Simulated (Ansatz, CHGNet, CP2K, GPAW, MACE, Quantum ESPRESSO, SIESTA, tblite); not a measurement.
# Twisted Ti2CO2 MXene bilayer, 21.79° (70 atoms) in CP2K, part 2 of 2

Aim: run twisted Ti2CO2 MXene bilayer, 21.79° (70 atoms) in CP2K and see how near its forces come to a plane-wave reference, and at what cost.

Program: CP2K 2026.2; the method stands at each step. Banners, paths, timers and routine set-up lines are dropped from the logs unmarked, and long logs keep their key lines alone; longer cuts are marked.

So far. Step 2 (PBE, DZVP-UZH, 800/50 Ry, diagonalisation): Forces lie 7.5 % from the reference's, at 9.0 times its CPU time (on 2 against 4 cores). Step 3 (PBE+D3(BJ), DZVP-UZH, 800/50 Ry, diagonalisation): Against the first run (7.5 %), the force difference from the reference is 11 %, at 1.0 times the CPU time; the model has changed, so this is no error of the program alone.

**4. PBE, DZVP-UZH, 280/50 Ry, diagonalisation**

Method: Kohn-Sham DFT, PBE, GTH-PBE pseudopotentials, Gaussian and plane waves, DZVP-MOLOPT (UZH set), diagonalisation.

input.inp

```
&GLOBAL
  PROJECT cell
  RUN_TYPE ENERGY_FORCE
  PRINT_LEVEL LOW
&END GLOBAL
&FORCE_EVAL
  METHOD QS
  &DFT
    BASIS_SET_FILE_NAME BASIS_MOLOPT_UZH
    POTENTIAL_FILE_NAME POTENTIAL_UZH
    &MGRID
      CUTOFF 280
      REL_CUTOFF 50
    &END MGRID
    &QS
      EPS_DEFAULT 1.0E-12
    &END QS
    &SCF
      SCF_GUESS ATOMIC
      EPS_SCF 5.0E-06
      MAX_SCF 200
      ADDED_MOS 45
      &DIAGONALIZATION
        ALGORITHM STANDARD
      &END DIAGONALIZATION
      &SMEAR ON
        METHOD FERMI_DIRAC
        ELECTRONIC_TEMPERATURE [K] 580
      &END SMEAR
      &MIXING
        METHOD BROYDEN_MIXING
        ALPHA 0.2
        NBROYDEN 12
        BETA 0.05
      &END MIXING
      &PRINT
        &RESTART OFF
        &END RESTART
      &END PRINT
    &END SCF
    &XC
      &XC_FUNCTIONAL PBE
      &END XC_FUNCTIONAL
    &END XC
    &PRINT
      &MULLIKEN ON
      &END MULLIKEN
      &HIRSHFELD ON
        SHAPE_FUNCTION DENSITY
      &END HIRSHFELD
      &MO ON
        EIGENVALUES T
        OCCUPATION_NUMBERS T
        MO_INDEX_RANGE 269 292
        &EACH
          QS_SCF 0
        &END EACH
        ADD_LAST NUMERIC
      &END MO
    &END PRINT
  &END DFT
  &SUBSYS
    &CELL
      A 8.01660 0.00000 0.00000
      B -4.00830 6.94258 0.00000
      C 0.00000 0.00000 23.86000
    &END CELL
    &COORD
      SCALED
[... 70 atom lines left out: the same atoms as in the first run ...]
    &END COORD
    &KIND C
      BASIS_SET DZVP-MOLOPT-PBE-GTH-q4
      POTENTIAL GTH-PBE-q4
    &END KIND
    &KIND Ti
      BASIS_SET DZVP-MOLOPT-PBE-GTH-q12
      POTENTIAL GTH-PBE-q12
    &END KIND
    &KIND O
      BASIS_SET DZVP-MOLOPT-PBE-GTH-q6
      POTENTIAL GTH-PBE-q6
    &END KIND
  &END SUBSYS
  &PRINT
    &FORCES ON
    &END FORCES
  &END PRINT
&END FORCE_EVAL
```

Started as:

```sh
> OMP_NUM_THREADS=1 mpirun -np 4 cp2k.psmp -i input.inp > output.txt
```

Numbers of over 12 decimals in the logs are rounded to 6 here.

The program printed:

```text
CP2K| version string:                                       CP2K version 2026.2
 CP2K| Input file name                                                 input.inp
 GLOBAL| Basis set file name                                    BASIS_MOLOPT_UZH
 GLOBAL| Potential file name                                       POTENTIAL_UZH
 GLOBAL| Run type                                                   ENERGY_FORCE
 GLOBAL| Total number of message passing processes                             4
 GLOBAL| Number of threads for this process                                    1
[... lines left out ...]
                        Smear method:                                FERMI_DIRAC
[... lines left out ...]
 Number of electrons:                                                        560
[... lines left out ...]
  Step     Update method      Time    Convergence         Total energy    Change
[... lines left out ...]
  *** SCF run converged in    17 steps ***
[... lines left out ...]
  Fermi energy:                                                 0.113065
  Total energy:                                             -2157.666237
  Total energy (extrapolated to T->0):                      -2157.665843
[... lines left out ...]
 MO| E(Fermi):            0.113065 a.u.          3.076654 eV
[... lines left out ...]
                           Hirshfeld Charges
  #Atom  Element  Kind  Ref Charge     Population                    Net charge
      1       C      1       4.000          4.322                        -0.322
      2       Ti     2      12.000         11.582                         0.418
      3       Ti     2      12.000         11.584                         0.416
[...]
69       O      3       6.000          6.262                        -0.262
     70       O      3       6.000          6.256                        -0.256
  Total Charge                                                            0.000
 !-----------------------------------------------------------------------------!
 ENERGY| Total FORCE_EVAL ( QS ) energy [hartree]          -2157.665743
 FORCES| Atomic forces [hartree/bohr]
 FORCES|   Atom     x               y               z               |f|
 FORCES|      1 -1.67146519E-03  3.29181528E-03 -1.00483560E-02   1.07051063E-02
 FORCES|      2 -8.34294440E-03 -2.30349810E-02 -1.23072302E-02   2.74168377E-02
 FORCES|      3 -1.33221918E-02  4.77395191E-03  6.56006641E-03   1.55982654E-02
[...]
FORCES|     69 -2.72131625E-03  8.10872252E-03  1.22148443E-02   1.49117191E-02
 FORCES|     70 -8.83893142E-04 -9.03771302E-03 -2.41166653E-03   9.39561915E-03
 FORCES| Sum     5.21702600E-03  3.69878801E-03  2.24311567E-02
 FORCES| Total atomic force                                       2.33249906E-02
```

Wall time 2.4 min (4 MPI ranks of Arm Neoverse V1, shared host); peak memory 2.9 GiB; 9.4 min of CPU time.

Compared with the plane-wave run:

* r.m.s. force component: 0.5287 eV/Å
* r.m.s. difference of force components: 89.2 meV/Å
* longest difference of force vectors: 395 meV/Å
* force difference over r.m.s. force: 17.78 %
* slope of forces against the reference's: 1.039
* correlation of force components: 0.9865
* gap (highest filled to lowest empty level): 0.4828 eV
* gap difference: -0.0029 eV
* energy less the same-level run's: -4.476 meV/atom
* r.m.s. force difference from the same-level run: 79.35 meV/Å

This is a coarse setting, run to see what it loses.

Against the first run (7.5 %), the force difference from the reference is 18 %, at 0.76 times the CPU time (on 4 against 2 cores): the grid matters here.

The forces add up to 1.2 eV/Å instead of zero, usually a sign of too coarse a grid.

**5. The ladder**

Differences are against the plane-wave reference, forces as r.m.s. over components; share is that over the reference's r.m.s. force, slope the least-squares factor from reference forces to these. Total energies of different programs have different zeros and aren't compared.

| run | Δ force, r.m.s. (meV/Å) | share (%) | slope | Δ gap (eV) | cores | CPU time | memory (GiB) |
| --- | --- | --- | --- | --- | --- | --- | --- |
| reference | - | - | - | - | 4 | 82 s | 1.6 |
| CP2K PBE, DZVP-UZH, 800/50 Ry, diagonalisation | 37.5 | 7.47 | 1.044 | -0.0037 | 2 | 12 min | 6.6 |
| CP2K PBE+D3(BJ), DZVP-UZH, 800/50 Ry, diagonalisation | 53.2 | 10.6 | 1.051 | -0.0037 | 2 | 13 min | 6.6 |
| CP2K PBE, DZVP-UZH, 280/50 Ry, diagonalisation (coarse) | 89.2 | 17.8 | 1.039 | -0.0029 | 4 | 9.4 min | 2.9 |

Rows marked coarse were listed beforehand as settings not expected to be converged; some can still land near the reference.

CPU time is summed over cores on a shared host, where runs went side by side, so it is rough. Symmetry, cutoffs, thresholds, outputs and thread counts weren't matched or tuned between programs; memory under MPI is the largest rank's times the ranks.

Mean charges by element (e), by run and scheme:

| run | scheme | C | Ti | O |
| --- | --- | --- | --- | --- |
| reference | Löwdin | -0.91 | +1.13 | -0.61 |
| CP2K PBE, DZVP-UZH, 800/50 Ry, diagonalisation | Mulliken | -0.27 | +0.64 | -0.51 |
| CP2K PBE, DZVP-UZH, 800/50 Ry, diagonalisation | Hirshfeld | -0.32 | +0.42 | -0.26 |
| CP2K PBE+D3(BJ), DZVP-UZH, 800/50 Ry, diagonalisation | Mulliken | -0.27 | +0.64 | -0.51 |
| CP2K PBE+D3(BJ), DZVP-UZH, 800/50 Ry, diagonalisation | Hirshfeld | -0.32 | +0.42 | -0.26 |

The reference's Löwdin charges lack the electrons that the projection spills, 0.028 e an atom on average.

Within one program, basis, potentials and functional, energies share a zero. Each run against its twin at the usual cutoff or grid and solver:

| run | twin | Δ energy (meV/atom) | Δ force, r.m.s. (meV/Å) | CPU time over the twin's |
| --- | --- | --- | --- | --- |
| CP2K PBE, DZVP-UZH, 280/50 Ry, diagonalisation | DZVP-UZH, 800/50 Ry, diagonalisation | -4.48 | 79.3 | 0.76 (this twin ran on 2 cores) |

**6. Results**

| Item | Value |
| --- | --- |
| nearest in forces | CP2K PBE, DZVP-UZH, 800/50 Ry, diagonalisation, 7.5 % |
| its CPU time | 12 min |

The PBE run in local orbitals, coarse settings apart, differs by 7.5 % (CP2K PBE, DZVP-UZH, 800/50 Ry, diagonalisation); basis, grid and potentials can all enter. Rows with another functional or a dispersion term differ by 11 % (CP2K PBE+D3(BJ), DZVP-UZH, 800/50 Ry, diagonalisation), which mixes the change of model with differences of basis and potentials. Runs with settings chosen to be coarse differ by 18 % (CP2K PBE, DZVP-UZH, 280/50 Ry, diagonalisation), their programs' other errors included. None of the electronic-structure runs in the table takes under half the reference's CPU time of 82 s; they take 6.9 to 9.3 times as much. PBE gaps agree with the reference's 0.486 eV within 0.004 eV. These are spacings on the run's k-points, which needn't hold the band edges. Charges hang on scheme and program or settings: among these rows the mean for Ti runs from +0.42 to +1.13 e. The reference's PBE has no dispersion term, which matters for the binding between molecules or layers. The runs have no spin polarisation, so moments on Ti can't form, and no Hubbard term. The electronic-structure runs sample only Γ, in a cell whose shortest periodic width is 7 Å.

[Also dropped from logs without a mark: logging warnings of Python, and SIESTA's first energy breakdown and zero terms.]

[Logs are printed without paths, hosts, clocks, repeated set-up lines and the standing remarks that a program may print on its own settings, such as how far it seeks lower states.]

[Hosts, paths, dates, database ids (printed as entryN), source tags and the programs' standing remarks are cut or masked in the printed files.]
